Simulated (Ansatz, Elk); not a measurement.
**Bonding as seen by X-rays: ZrRhS3**

Structure refinements treat a crystal as free atoms side by side. For a made-up structure of ZrRhS3 (cell and positions from a PBEsol relaxation) the runs below show what the calculated density changes in F(hkl).

Method: DFT, PBE, all-electron APW+lo, Dirac cores, scalar-relativistic bands, static density, no spin, in Elk 11.2.3 (patched build).

This account leaves out most program logs.

The structure was built from a prototype and need not be the compound's stable phase.

### 1. The starting structure

It takes space group Pm-3m (No. 221, cubic). Conventional cell: a = 4.500 Å, b = 4.500 Å, c = 4.500 Å, α = 90.00°, β = 90.00°, γ = 90.00°. Rh has 6 S at 2.25 Å nearest. Nearest to Zr lie 12 S at 3.18 Å. S has 2 Rh at 2.25 Å and 4 Zr at 3.18 Å nearest. Farther neighbours and most contacts between anions are not listed.

### 2. Ground state and structure factors

An all-electron density is needed, since X-rays see the cores too. Task 0 finds the density and task 195 Fourier-transforms it; tshift is off so that phases refer to the origin typed.

elk.in

```
tasks
  0
  195

xctype
  20

spinpol
  .false.

rgkmax
  7.0

gmaxvr
  14.0

lmaxo
  7

lmaxapw
  8

swidth
  0.002

tshift
  .false.

ramdisk
  .false.

hmaxvr
  5.5

maxscl
  120

epspot
  1e-06

sppath
  './'

avec
  8.50344044967 -0.00000000000 0.00000000000
  -0.00000000000 8.50344044967 0.00000000000
  -0.00000000000 0.00000000000 8.50344044967

atoms
  3
  'Rh.in'
  1
  -0.0000000000 0.0000000000 0.0000000000   0.000000 0.000000 0.000000
  'Zr.in'
  1
  0.5000000000 0.5000000000 0.5000000000   0.000000 0.000000 0.000000
  'S.in'
  3
  0.5000000000 0.0000000000 -0.0000000000   0.000000 0.000000 0.000000
  -0.0000000000 0.5000000000 -0.0000000000   0.000000 0.000000 0.000000
  -0.0000000000 0.0000000000 0.5000000000   0.000000 0.000000 0.000000

ngridk
  5 5 5
```

On the command line:

```console
$ OMP_NUM_THREADS=4 elk
```

The job ended after 20 s (4 threads of Intel Xeon at 2.60GHz (Ice Lake), shared host; peak memory 0.21 GiB; 41 s of CPU time).

SFACRHO.OUT:

```text

h k l indices transformed by vhmat matrix:
   1.000000000       0.000000000       0.000000000    
   0.000000000       1.000000000       0.000000000    
   0.000000000       0.000000000       1.000000000    

      h      k      l  multipl.   |H|            Re(F)            Im(F)           |F|

      0      0      0      1   0.0000000       133.00000      0.11088657E-15   133.00000    
      0      1      0      6  0.73889920       19.515015      0.60273073E-14   19.515015    
      0     -1      1     12   1.0449613       59.263689      0.63660508E-14   59.263689    
      1     -1     -1      8   1.2798109      -29.412605     -0.53427908E-14   29.412605    
     -2      0      0      6   1.4777984       96.714166      0.99932723E-14   96.714166    
     -1      0     -2     24   1.6522288       13.987447     -0.95738550E-14   13.987447    
     -2      1      1     24   1.8099260       50.738876     -0.24090928E-14   50.738876    
     -2      2      0     12   2.0899225       82.886640     -0.10359680E-13   82.886640    
     -2     -1      2     24   2.2166976       11.700903     -0.15734108E-13   11.700903    
      3      0      0      6   2.2166976       11.662837      0.12502252E-13   11.662837    
     -3      0     -1     24   2.3366044       45.215870      0.80892265E-14   45.215870    
     -3     -1      1     24   2.4506514      -21.461785     -0.12222011E-13   21.461785    
      2      2      2      8   2.5596219       75.082450     -0.23757524E-13   75.082450    
      0     -2     -3     24   2.6641389       10.680218     -0.15192612E-13   10.680218    
     -2      3      1     48   2.7647076       41.332189      0.15866997E-15   41.332189    
      0      0      4      6   2.9555968       69.485055     -0.15223856E-13   69.485055    
      0      4     -1     24   3.0465594       9.7761523      0.33164488E-14   9.7761523    
      3      2      2     24   3.0465594       9.9400284      0.17927931E-13   9.9400284
```

Elk indexes on the primitive cell of elk.in and gives |H| = 4π sin θ/λ in inverse bohr. Below, one row stands for each form hkl of the conventional cell (m members, Friedel mates merged), F is for one primitive cell and the density is static (no thermal factor). Free-atom factors are Waasmaier and Kirfel's, and R is Σm||F|−|F'||/Σm|F|.

| hkl | m | sin θ/λ (Å⁻¹) | abs F, DFT | neutral atoms | diff. |
| --- | --- | --- | --- | --- | --- |
| 100 | 6 | 0.111 | 19.515 | 19.304 | +0.211 |
| 110 | 12 | 0.157 | 59.264 | 59.620 | -0.357 |
| 111 | 8 | 0.193 | 29.413 | 29.130 | +0.282 |
| 200 | 6 | 0.222 | 96.714 | 96.819 | -0.105 |
| 210 | 24 | 0.248 | 13.987 | 14.073 | -0.086 |
| 211 | 24 | 0.272 | 50.739 | 50.818 | -0.079 |
| 220 | 12 | 0.314 | 82.887 | 83.027 | -0.140 |
| 221 | 24 | 0.333 | 11.701 | 11.853 | -0.152 |
| 300 | 6 | 0.333 | 11.663 | 11.853 | -0.190 |
| 310 | 24 | 0.351 | 45.216 | 45.142 | +0.074 |
| 311 | 24 | 0.368 | 21.462 | 21.507 | -0.045 |
| 222 | 8 | 0.385 | 75.082 | 75.001 | +0.081 |
| 320 | 24 | 0.401 | 10.680 | 10.624 | +0.056 |
| 321 | 48 | 0.416 | 41.332 | 41.188 | +0.144 |
| 400 | 6 | 0.445 | 69.485 | 69.509 | -0.023 |
| 410 | 24 | 0.458 | 9.776 | 9.792 | -0.016 |
| 322 | 24 | 0.458 | 9.940 | 9.792 | +0.148 |
| 330 | 12 | 0.471 | 38.502 | 38.322 | +0.181 |
| 411 | 24 | 0.471 | 38.385 | 38.322 | +0.063 |
| 331 | 24 | 0.484 | 18.885 | 19.105 | -0.220 |
| 420 | 24 | 0.497 | 65.347 | 65.341 | +0.006 |
| 421 | 48 | 0.509 | 9.260 | 9.181 | +0.080 |

### 3. The highest occupied states alone

An energy window below the Fermi level keeps the highest occupied states, to see at which angles they scatter; shallow core shells can lie inside it and anion s states outside. No new self-consistency is needed.

Changes to elk.in since step 2:

```diff
@@ -1,3 +1,2 @@
 tasks
-  0
   195
@@ -40,2 +39,5 @@
 
+wsfac
+  -0.057400 0.610090
+
 sppath
```

On the command line:

```console
$ OMP_NUM_THREADS=4 elk
```

Run time: 8.4 s. Hardware: 4 threads; peak memory 0.16 GiB; 10 s of CPU time.

States within 10 eV below the Fermi level hold 25.00 electrons; any levels below the window count with the cores. Their amplitudes can exceed the total, where window and core parts have opposite phase:

| hkl | sin θ/λ (Å⁻¹) | abs F, window | abs F, all |
| --- | --- | --- | --- |
| 100 | 0.111 | 7.542 | 19.515 |
| 110 | 0.157 | 3.288 | 59.264 |
| 111 | 0.193 | 0.382 | 29.413 |
| 200 | 0.222 | 5.283 | 96.714 |
| 210 | 0.248 | 2.590 | 13.987 |
| 211 | 0.272 | 1.625 | 50.739 |
| 220 | 0.314 | 1.259 | 82.887 |
| 221 | 0.333 | 0.830 | 11.701 |
| 300 | 0.333 | 0.595 | 11.663 |
| 310 | 0.351 | 0.699 | 45.216 |

### 4. Another try

In this try the input is made faulty on purpose, to show what that does.

The input is changed as shown.

Changes to elk.in since step 3:

```diff
@@ -1,2 +1,3 @@
 tasks
+  0
   195
@@ -39,5 +40,2 @@
 
-wsfac
-  -0.057400 0.610090
-
 sppath
@@ -64,3 +62,3 @@
 
-ngridk
+ngrid
   5 5 5
```

On the command line:

```console
$ OMP_NUM_THREADS=4 elk
```

Wall time 0.01 s (4 threads); peak memory 0.16 GiB.

The input was rejected at the start.

The program's message: “Error(readinput): invalid block name : ngrid”

A key was misspelt on purpose.

### 5. Another functional

The difference from free atoms is small, so it is set against the change that PBEsol makes.

Changes to elk.in since step 4:

```diff
@@ -5,3 +5,3 @@
 xctype
-  20
+  22
 
@@ -62,3 +62,3 @@
 
-ngrid
+ngridk
   5 5 5
```

On the command line:

```console
$ OMP_NUM_THREADS=4 elk
```

Wall time 20 s (4 threads); peak memory 0.22 GiB.

Against the first run R = 0.03 %; the largest change is -0.053 at 200.

### 6. A coarser k-mesh

About half the k-points along each axis test the sampling.

Changes to elk.in since step 5:

```diff
@@ -5,3 +5,3 @@
 xctype
-  22
+  20
 
@@ -63,2 +63,2 @@
 ngridk
-  5 5 5
+  2 2 2
```

On the command line:

```console
$ OMP_NUM_THREADS=4 elk
```

The job ended after 18 s (4 threads; peak memory 0.2 GiB; 32 s of CPU time).

Against the first run R = 0.09 %; the largest change is +0.159 at 300.

### 7. Settings against the effect

| run | R against the first run (%) | R against neutral atoms, low angle (%) | wall time |
| --- | --- | --- | --- |
| PBE, rgkmax 7 | 0.00 | 0.39 | 20 s |
| PBEsol | 0.03 | 0.41 | 20 s |
| k-mesh 2×2×2 | 0.09 | 0.47 | 18 s |

### 8. Outcome

| Property | Result |
| --- | --- |
| R against neutral atoms, sin θ/λ < 0.3 Å⁻¹ | 0.39 % |
| R against neutral atoms, 0.3 to 0.82 Å⁻¹ | 0.32 % |

Independent neutral atoms miss the calculated amplitudes by R = 0.39 % below 0.3 Å⁻¹ and 0.32 % from there to 0.82 Å⁻¹; by shells, 1.08 % below 0.15 Å⁻¹ (1 form), 0.36 % 0.15 to 0.3 (5 forms), 0.30 % 0.3 to 0.45 (9 forms), 0.32 % above 0.45 (53 forms). Bonding, aspherical density and the tables' own atoms all enter these figures, and the runs don't part them. The largest change of an amplitude is -0.36 electrons, at 110. The window's part falls from 25.0 electrons at the origin to at most 0.40 between 0.45 and 0.82 Å⁻¹. Below 0.3 Å⁻¹ the changes that finished (PBEsol and k-mesh 2×2×2) move F by R = 0.09 % at most, against the 0.39 % that separates it from free atoms. A single amplitude moves by up to 0.16 electrons, against 0.36 for the largest difference from free atoms. The basis has no finished test. These runs have no spin, though d or f shells may be open. The electron count is odd, so without spin the run is a metal by force. Part of the difference isn't bonding: the tables are fits to free atoms and ions calculated by other methods than this functional. Thermal motion, anomalous dispersion and extinction are left out.

[Logs are printed without paths, hosts, clocks, repeated set-up lines and the standing remarks that a program may print on its own settings, such as how far it seeks lower states.]

[Hosts, paths, dates, database ids (printed as entryN), source tags and the programs' standing remarks are cut or masked in the printed files.]
